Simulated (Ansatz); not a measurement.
# Direct or indirect: CdS (P6_3mc)

```cif
data_structure
_symmetry_space_group_name_H-M 'P6_3mc'
_symmetry_Int_Tables_number 186
_cell_length_a 4.1500
_cell_length_b 4.1500
_cell_length_c 6.7370
_cell_angle_alpha 90.000
_cell_angle_beta 90.000
_cell_angle_gamma 120.000
_cell_volume 100.48
loop_
_atom_site_label
_atom_site_type_symbol
_atom_site_symmetry_multiplicity
_atom_site_Wyckoff_symbol
_atom_site_fract_x
_atom_site_fract_y
_atom_site_fract_z
_atom_site_occupancy
Cd1 Cd 2 b 0.66667 0.33333 0.50000 1
S1 S 2 b 0.66667 0.33333 0.87500 1
```

Method: Ansatz, PBE, independent particles, without spin-orbit coupling, line width 0.15 eV (Gaussian). The band structure gives a fundamental gap of 1.20 eV. The spectrum of vertical transitions near the edge:

```
E (eV)  Im ε, E ∥ xy  Im ε, E ∥ z
  0.72          0.00         0.00
  0.84          0.00         0.00
  0.96          0.01         0.00
  1.08          0.08         0.04
  1.20          0.33         0.23
  1.32          0.73         0.62
  1.44          1.03         0.99
  1.56          1.19         1.21
  1.68          1.30         1.35
  1.80          1.37         1.45
  1.92          1.43         1.52
  2.04          1.47         1.58
  2.16          1.51         1.64
  2.28          1.55         1.69
  2.40          1.59         1.74
  2.52          1.64         1.79
```

Task: Is the gap direct or indirect, and about where do vertical transitions set in?

Result: Direct: the band path has its least direct gap at the fundamental one, 1.20 eV, and the curves rise from there. Lines are broadened by 0.15 eV, which spreads the edge.

[Logs are printed without paths, hosts, clocks, repeated set-up lines and the standing remarks that a program may print on its own settings, such as how far it seeks lower states.]
